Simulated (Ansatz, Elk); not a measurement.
# How far do independent atoms describe KAl3?

Structure refinements treat a crystal as free atoms side by side. For a made-up structure of KAl3 (cell and positions from a r2SCAN relaxation) the runs below show what the calculated density changes in F(hkl).

Main program and level: Elk 11.2.3 (patched build); DFT, PBE, all-electron APW+lo, Dirac cores, scalar-relativistic bands, static density, no spin.

This account leaves out most program logs.

The structure was built from a prototype and need not be the compound's stable phase.

## 1. The structure

It takes space group P6_3/mmc (No. 194, hexagonal). The conventional cell has a = 7.723 Å, b = 7.723 Å, c = 4.427 Å, α = 90.00°, β = 90.00°, γ = 120.00°. Nearest to K lie 12 Al at 3.61 to 3.91 Å. Al has 8 Al at 2.74 to 3.91 Å and 4 K at 3.61 to 3.91 Å nearest. Farther neighbours are not listed.

## 2. Ground state and structure factors

An all-electron density is needed, since X-rays see the cores too. Task 0 finds the density and task 195 Fourier-transforms it; tshift is off so that phases refer to the origin typed.

File elk.in:

```
tasks
  0
  195

xctype
  20

spinpol
  .false.

rgkmax
  7.0

gmaxvr
  14.0

lmaxo
  7

lmaxapw
  8

swidth
  0.002

tshift
  .false.

ramdisk
  .false.

hmaxvr
  5.5

maxscl
  120

epspot
  1e-06

sppath
  './'

avec
  14.59497182748 0.00000000000 0.00000000000
  -7.29748591374 12.63961637012 0.00000000000
  0.00000000000 0.00000000000 8.36590451184

atoms
  2
  'K.in'
  2
  0.3333333333 0.6666666667 0.7500000000   0.000000 0.000000 0.000000
  0.6666666667 0.3333333333 0.2500000000   0.000000 0.000000 0.000000
  'Al.in'
  6
  0.1203671302 0.8796328698 0.2500000000   0.000000 0.000000 0.000000
  0.8796328698 0.7592657397 0.7500000000   0.000000 0.000000 0.000000
  0.2407342603 0.1203671302 0.7500000000   0.000000 0.000000 0.000000
  0.8796328698 0.1203671302 0.7500000000   0.000000 0.000000 0.000000
  0.1203671302 0.2407342603 0.2500000000   0.000000 0.000000 0.000000
  0.7592657397 0.8796328698 0.2500000000   0.000000 0.000000 0.000000

ngridk
  4 4 5
```

Started as:

```console
> OMP_NUM_THREADS=4 elk
```

It took 1.7 min on 4 threads of Arm Neoverse N1, shared host; peak memory 0.36 GiB; 3.9 min of CPU time.

SFACRHO.OUT:

```text

h k l indices transformed by vhmat matrix:
   1.000000000       0.000000000       0.000000000    
   0.000000000       1.000000000       0.000000000    
   0.000000000       0.000000000       1.000000000    

      h      k      l  multipl.   |H|            Re(F)            Im(F)           |F|

      0      0      0      1   0.0000000       116.00000      0.77499332E-16   116.00000    
      0     -1      0      6  0.49710253       18.791366      0.53543938E-14   18.791366    
      0      0     -1      2  0.75104674      0.56216470E-14  -0.0000000      0.56216470E-14
     -1     -1      0      6  0.86100684       25.684024      0.26771969E-14   25.684024    
      1      0     -1      6  0.90065650      -19.397816      0.56890434E-14   19.397816    
     -1      0     -1      6  0.90065650       19.397816      0.54380562E-14   19.397816    
      2      0      0      6  0.99420506      -33.051675      0.16732481E-15   33.051675    
      1     -2     -1     12   1.1425428      0.14734253E-07 -0.66929922E-14  0.14734253E-07
     -2      0      1      6   1.2459996       59.425085     -0.10708788E-13   59.425085    
      0     -2      1      6   1.2459996      -59.425085      0.27273943E-13   59.425085    
     -1     -2      0     12   1.3152097      -33.404385      0.21752225E-13   33.404385    
     -3      3      0      6   1.4913076      0.43625558      0.52205339E-13  0.43625558    
      0      0     -2      2   1.5020935      -77.974637      0.45161737E-15   77.974637    
      3     -2      1     12   1.5145454       1.9043231      0.26771969E-13   1.9043231    
      1      2     -1     12   1.5145454      -1.9043230      0.40157953E-14   1.9043230    
      0     -1     -2      6   1.5822123      -13.178696     -0.26771969E-14   13.178696    
      1      0      2      6   1.5822123      -13.178696     -0.40157953E-14   13.178696    
     -3      3      1      6   1.6697513      -42.220401      0.40157953E-14   42.220401
```

Elk indexes on the primitive cell of elk.in and gives |H| = 4π sin θ/λ in inverse bohr. Below, one row stands for each form hkl of the conventional cell (m members, Friedel mates merged), F is for one primitive cell and the density is static (no thermal factor). Free-atom factors are Waasmaier and Kirfel's, and R is Σm||F|−|F'||/Σm|F|.

| hkl | m | sin θ/λ (Å⁻¹) | abs F, DFT | neutral atoms | diff. |
| --- | --- | --- | --- | --- | --- |
| 100 | 6 | 0.075 | 18.791 | 18.433 | +0.358 |
| 001 | 2 | 0.113 | 0.000 | 0.000 | +0.000 |
| 110 | 6 | 0.130 | 25.684 | 25.716 | -0.032 |
| 101 | 12 | 0.135 | 19.398 | 19.398 | -0.000 |
| 200 | 6 | 0.149 | 33.052 | 32.918 | +0.134 |
| 111 | 12 | 0.172 | 0.000 | 0.000 | +0.000 |
| 201 | 12 | 0.187 | 59.425 | 59.651 | -0.226 |
| 210 | 12 | 0.198 | 33.404 | 33.432 | -0.028 |
| 300 | 6 | 0.224 | 0.436 | 0.314 | +0.122 |
| 002 | 2 | 0.226 | 77.975 | 78.595 | -0.621 |
| 211 | 24 | 0.228 | 1.904 | 2.160 | -0.255 |
| 102 | 12 | 0.238 | 13.179 | 13.472 | -0.293 |
| 301 | 12 | 0.251 | 42.220 | 42.536 | -0.316 |
| 220 | 6 | 0.259 | 34.971 | 34.945 | +0.027 |
| 112 | 12 | 0.260 | 19.345 | 19.210 | +0.135 |
| 310 | 12 | 0.270 | 14.933 | 14.942 | -0.009 |
| 202 | 12 | 0.271 | 25.993 | 26.101 | -0.108 |
| 221 | 12 | 0.282 | 0.000 | 0.000 | +0.000 |
| 311 | 24 | 0.292 | 38.950 | 39.029 | -0.079 |
| 400 | 6 | 0.299 | 26.919 | 26.980 | -0.061 |
| 212 | 24 | 0.300 | 27.677 | 27.782 | -0.104 |
| 302 | 12 | 0.318 | 1.168 | 1.252 | -0.084 |

## 3. The highest occupied states alone

An energy window below the Fermi level keeps the highest occupied states, to see at which angles they scatter; shallow core shells can lie inside it and anion s states outside. No new self-consistency is needed.

Changes to elk.in since step 2:

```diff
@@ -1,3 +1,2 @@
 tasks
-  0
   195
@@ -40,2 +39,5 @@
 
+wsfac
+  -0.248130 0.419360
+
 sppath
```

Started as:

```console
> OMP_NUM_THREADS=4 elk
```

The job ended after 43 s (4 threads; peak memory 0.22 GiB; 45 s of CPU time).

States within 10 eV below the Fermi level hold 20.00 electrons; any levels below the window count with the cores. Their amplitudes can exceed the total, where window and core parts have opposite phase:

| hkl | sin θ/λ (Å⁻¹) | abs F, window | abs F, all |
| --- | --- | --- | --- |
| 100 | 0.075 | 6.200 | 18.791 |
| 001 | 0.113 | 0.000 | 0.000 |
| 110 | 0.130 | 0.563 | 25.684 |
| 101 | 0.135 | 0.640 | 19.398 |
| 200 | 0.149 | 1.279 | 33.052 |
| 111 | 0.172 | 0.000 | 0.000 |
| 201 | 0.187 | 0.785 | 59.425 |
| 210 | 0.198 | 0.395 | 33.404 |
| 300 | 0.224 | 0.006 | 0.436 |
| 002 | 0.226 | 0.278 | 77.975 |

## 4. Another functional

The difference from free atoms is small, so it is set against the change that LDA (Perdew-Wang) makes.

Changes to elk.in since step 3:

```diff
@@ -1,2 +1,3 @@
 tasks
+  0
   195
@@ -4,3 +5,3 @@
 xctype
-  20
+  3
 
@@ -39,5 +40,2 @@
 
-wsfac
-  -0.248130 0.419360
-
 sppath
```

Started as:

```console
> OMP_NUM_THREADS=4 elk
```

It took 68 s on 4 threads; peak memory 0.32 GiB.

Against the first run R = 0.16 %; the largest change is -0.079 at 004.

## 5. Basis size

The basis and the expansions that go with it are enlarged, to see whether the differences are converged.

Changes to elk.in since step 4:

```diff
@@ -5,3 +5,3 @@
 xctype
-  3
+  20
 
@@ -11,12 +11,12 @@
 rgkmax
-  7.0
+  8.5
 
 gmaxvr
-  14.0
+  18.0
 
 lmaxo
-  7
+  9
 
 lmaxapw
-  8
+  10
```

Started as:

```console
> OMP_NUM_THREADS=4 elk
```

Wall time 5.2 min (4 threads); peak memory 0.84 GiB.

Against the first run R = 0.00 %; the largest change is -0.003 at 332.

## 6. Settings against the effect

| run | R against the first run (%) | R against neutral atoms, low angle (%) | wall time |
| --- | --- | --- | --- |
| PBE, rgkmax 7 | 0.00 | 0.57 | 1.7 min |
| LDA (Perdew-Wang) | 0.16 | 0.55 | 68 s |
| rgkmax 8.5 with larger expansions | 0.00 | 0.57 | 5.2 min |

## 7. Summary of results

* R against neutral atoms, sin θ/λ < 0.3 Å⁻¹: 0.57 %
* R against neutral atoms, 0.3 to 0.68 Å⁻¹: 0.17 %

Independent neutral atoms miss the calculated amplitudes by R = 0.57 % below 0.3 Å⁻¹ and 0.17 % from there to 0.68 Å⁻¹; by shells, 0.45 % below 0.15 Å⁻¹ (4 forms), 0.60 % 0.15 to 0.3 (13 forms), 0.17 % 0.3 to 0.45 (27 forms), 0.17 % above 0.45 (91 forms). Bonding, aspherical density and the tables' own atoms all enter these figures, and the runs don't part them. The largest change of an amplitude is -0.62 electrons, at 002. Weak lines can change much in proportion: 300 goes from 0.31 to 0.44. The window's part falls from 20.0 electrons at the origin to at most 0.35 between 0.45 and 0.68 Å⁻¹. Below 0.3 Å⁻¹ the changes that finished (LDA (Perdew-Wang) and rgkmax 8.5 with larger expansions) move F by R = 0.08 % at most, against the 0.57 % that separates it from free atoms. The k-mesh has no finished test. Part of the difference isn't bonding: the tables are fits to free atoms and ions calculated by other methods than this functional. Thermal motion, anomalous dispersion and extinction are left out.

[Logs are printed without paths, hosts, clocks, repeated set-up lines and the standing remarks that a program may print on its own settings, such as how far it seeks lower states.]

[Hosts, paths, dates, database ids (printed as entryN), source tags and the programs' standing remarks are cut or masked in the printed files.]
